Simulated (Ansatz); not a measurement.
# Changed inputs in constrained RPA: BaRhO3 (cubic perovskite) (Pm-3m), part 2 of 2

Aim: hold the target of a cRPA run on BaRhO3 (cubic perovskite) (Pm-3m) and move one thing at a time.

Ansatz 0.2.0; constrained RPA on LDA, plane waves, PAW.

So far. Step 3 (Changed: 2×2×2 mesh): On the Rh d shell, screening brings the on-site interaction from 17.9 eV down to U = 7.79 eV. Step 4 (Changed: smooth pair densities): On the Rh d shell, screening brings the on-site interaction from 17.7 eV down to U = 7.75 eV.

The structure was built from a prototype and need not be the compound's stable phase.

### 7. Changed: volume +6 %

This step: constrained RPA on LDA, plane waves, PAW.

The cell differs from the one that the last finished run ended in (a 3.943 → 4.020 Å, b 3.943 → 4.020 Å, c 3.943 → 4.020 Å).

input.yaml

```yaml
crystal:
  lattice:
    - [0.0, -4.0204467703, 0.0]
    - [0.0, 0.0, 4.0204467703]
    - [-4.0204467703, 0.0, 0.0]
  atoms:
    - { symbol: Ba, position: [0.0, 0.0, 0.0] }
    - { symbol: Rh, position: [0.5, 0.5, 0.5] }
    - { symbol: O, position: [0.5, 0.5, 0.0] }
    - { symbol: O, position: [0.5, 0.0, 0.5] }
    - { symbol: O, position: [0.0, 0.5, 0.5] }
kpoints:
  mp_grid: { grid: [8, 8, 8] }
hamiltonian:
  xc: lda
scf:
  occupations: { method: gaussian, width: 0.08 }
  n_extra_bands: 19
  max_iter: 150
  lower_state_search: "off"
output:
  crpa:
    kmesh: [4, 4, 4]
    target_bands: [v12, c2]
    projections: [{ species: Rh, l: d, shell: 4 }, { species: O, l: p, shell: 2 }]
  local_orbitals:
    kmesh: [8, 8, 8]
    orbitals: [{ species: Rh, l: d, shell: 4 }, { species: O, l: p, shell: 2 }]
    window: { bands: [v12, c2] }
    seedname: lo
```

Command:

```
> ansatz run input.yaml --threads 4 --pin off --max-ram 9216MiB --backend cpu --events-out ev --progress --plain --runs-dir out
```

Numbers of over 12 decimals in the logs are rounded to 6 here.

The log of the run:

```text
[...]
Crystal: 5 atoms, lattice volume = 64.986 Å³
Basis set: ecut = 420 eV, 1309 PW (Γ)
Bands: 42, of which v1, the nominal top of the filled ones, is band 23 counted from 1 (22 counted from 0)
Symmetry: 48 space group operations
[...]
k-points: 35 of 512
[...]
screened: U = 6.9708 eV, U' = 5.5903 eV, J = 0.6895 eV
      screened, to within: U = 1.3e-2 eV, U' = 1.3e-2 eV, J = 1.2e-3 eV
      bare: V = 18.5603 eV, V' = 16.7907 eV, J = 0.8827 eV
    Site 4, 2P, 3 of 3 p orbitals (Wannier functions 12, 13, 14; wannier90's mr 1, 2, 3):
      screened: U = 6.9708 eV, U' = 5.5903 eV, J = 0.6895 eV
      screened, to within: U = 1.3e-2 eV, U' = 1.3e-2 eV, J = 1.2e-3 eV
      bare: V = 18.5603 eV, V' = 16.7907 eV, J = 0.8827 eV
[...]
[key lines of the parts left out:]
SCF converged after 7 iterations
Free energy (F): -13724.753458 eV
Fermi energy:    11.941073 eV
```

It took 3.2 min on 4 threads of Arm Neoverse V1, shared host; peak memory 0.75 GiB; 12 min of CPU time.

Numbers from this step:

```yaml
u: 7.851 eV
u_prime_inter_orbital: 6.771 eV
j: 0.5396 eV
bare_v: 17.78 eV
bare_j: 0.6872 eV
stated_bound_on_u: 0.01649 eV
u_over_bare_v: 0.4416
electrons_in_the_window: 23.00
head_of_the_constrained_inverse_dielectric_matrix: 0.3184
least_eigenvalue_of_the_projection_s_overlap: 0.7647
target_functions: 14
bands_in_the_sums: 50
r_m_s_miss_of_the_model_bands: 3.25e-4 eV
width_of_the_target_bands: 11.82 eV
weight_of_the_projected_orbitals_in_the_window: 0.9373
```

On the Rh d shell, screening brings the on-site interaction from 17.8 eV down to U = 7.85 eV.

### 8. Changed: potentials

This step: constrained RPA on LDA, plane waves, norm-conserving pseudopotentials.

input.yaml, the sections that differ from step 7:

```yaml
crystal:
  lattice:
    - [0.0, -3.94311123, 0.0]
    - [0.0, 0.0, 3.94311123]
    - [-3.94311123, 0.0, 0.0]
  atoms:
    - { symbol: Ba, position: [0.0, 0.0, 0.0] }
    - { symbol: Rh, position: [0.5, 0.5, 0.5] }
    - { symbol: O, position: [0.5, 0.5, 0.0] }
    - { symbol: O, position: [0.5, 0.0, 0.5] }
    - { symbol: O, position: [0.0, 0.5, 0.5] }
hamiltonian:
  xc: lda
  pseudopotentials: { kind: nc }
output:
  crpa:
    kmesh: [4, 4, 4]
    target_bands: [v12, c2]
    projections: [{ species: Rh, l: d, shell: 4 }, { species: O, l: p, shell: 2 }]
# kpoints, scf: as in step 7
```

The log of the run:

```text
[...]
Crystal: 5 atoms, lattice volume = 61.308 Å³
Basis set: ecut = 1197.300995 eV, 5743 PW (Γ)
Bands: 42, of which v1, the nominal top of the filled ones, is band 23 counted from 1 (22 counted from 0)
Symmetry: 48 space group operations
[...]
k-points: 35 of 512
[...]
screened: U = 6.9332 eV, U' = 5.5560 eV, J = 0.6882 eV
      screened, to within: U = 1.2e-2 eV, U' = 1.2e-2 eV, J = 1.3e-3 eV
      bare: V = 18.5786 eV, V' = 16.8066 eV, J = 0.8835 eV
    Site 4, 2P, 3 of 3 p orbitals (Wannier functions 12, 13, 14; wannier90's mr 1, 2, 3):
      screened: U = 6.9332 eV, U' = 5.5560 eV, J = 0.6882 eV
      screened, to within: U = 1.2e-2 eV, U' = 1.2e-2 eV, J = 1.3e-3 eV
      bare: V = 18.5786 eV, V' = 16.8066 eV, J = 0.8835 eV
[...]
[key lines of the parts left out:]
SCF converged after 10 iterations
Free energy (F): -5306.025278 eV
Fermi energy:    13.163708 eV
```

Elapsed: 14 min, on 4 threads; peak memory 1.5 GiB.

This step gave:

```
U                                                 : 7.733 eV
U prime (inter-orbital)                           : 6.663 eV
J                                                 : 0.5340 eV
bare V                                            : 17.75 eV
bare J                                            : 0.6837 eV
stated bound on U                                 : 0.01403 eV
U over bare V                                     : 0.4358
electrons in the window                           : 23.00
head of the constrained inverse dielectric matrix : 0.3107
least eigenvalue of the projection's overlap      : 0.7454
target functions                                  : 14
bands in the sums                                 : 50
width of the target bands                         : 12.74 eV
weight of the projected orbitals in the window    : 0.9308
```

On the Rh d shell, screening brings the on-site interaction from 17.7 eV down to U = 7.73 eV.

### 9. Side by side

Times are wall times on 4 threads of Arm Neoverse V1, shared host, good to a factor of about two.

| run | bare V (eV) | U (eV) | J (eV) | bound on U (eV) | width (eV) | time |
| --- | --- | --- | --- | --- | --- | --- |
| target window | 17.74 | 7.714 | 0.537 | 0.0155 | 12.75 | 3 min |
| 2×2×2 mesh | 17.91 | 7.791 | 0.541 | 0.0126 | 12.75 | 20 s |
| smooth pair densities | 17.74 | 7.748 | 0.554 | 0.0124 | 12.75 | 2.8 min |
| volume +6 % | 17.78 | 7.851 | 0.540 | 0.0165 | 11.82 | 3.2 min |
| potentials | 17.75 | 7.733 | 0.534 | 0.0140 | 12.74 | 14 min |

### 10. Outcome

* target window: U 7.71 eV, J 0.54 eV
* 2×2×2 mesh: U 7.79 eV, J 0.54 eV
* smooth pair densities: U 7.75 eV, J 0.55 eV
* volume +6 %: U 7.85 eV, J 0.54 eV
* potentials: U 7.73 eV, J 0.53 eV

2×2×2 mesh moves U by +0.08 eV at 0.11 times the time. Smooth pair densities moves U by +0.03 eV. Volume +6 % moves U by +0.14 eV. Potentials moves U by +0.02 eV (within the solver's bounds, for the mean over orbitals) at 4.5 times the time. The printed bound covers the solver alone, not the mesh, and no denser mesh than the base was run. The parent state is non-magnetic and the interaction static (zero frequency); U depends on the window and the orbitals, so it belongs to this model alone. A window that holds the anion p bands defines a model with explicit ligands; its U belongs to that model and is not the U of DFT+U.

[Paths, hosts, dates, memory and timing lines, banners, echoed tables and standing remarks are left out of the program output.]

[Logs are printed without paths, hosts, clocks, repeated set-up lines and the standing remarks that a program may print on its own settings, such as how far it seeks lower states.]

[Runs of the session that timed out or met a known fault of the program may be left out.]

[Hosts, paths, dates, database ids (printed as entryN), source tags and the programs' standing remarks are cut or masked in the printed files.]
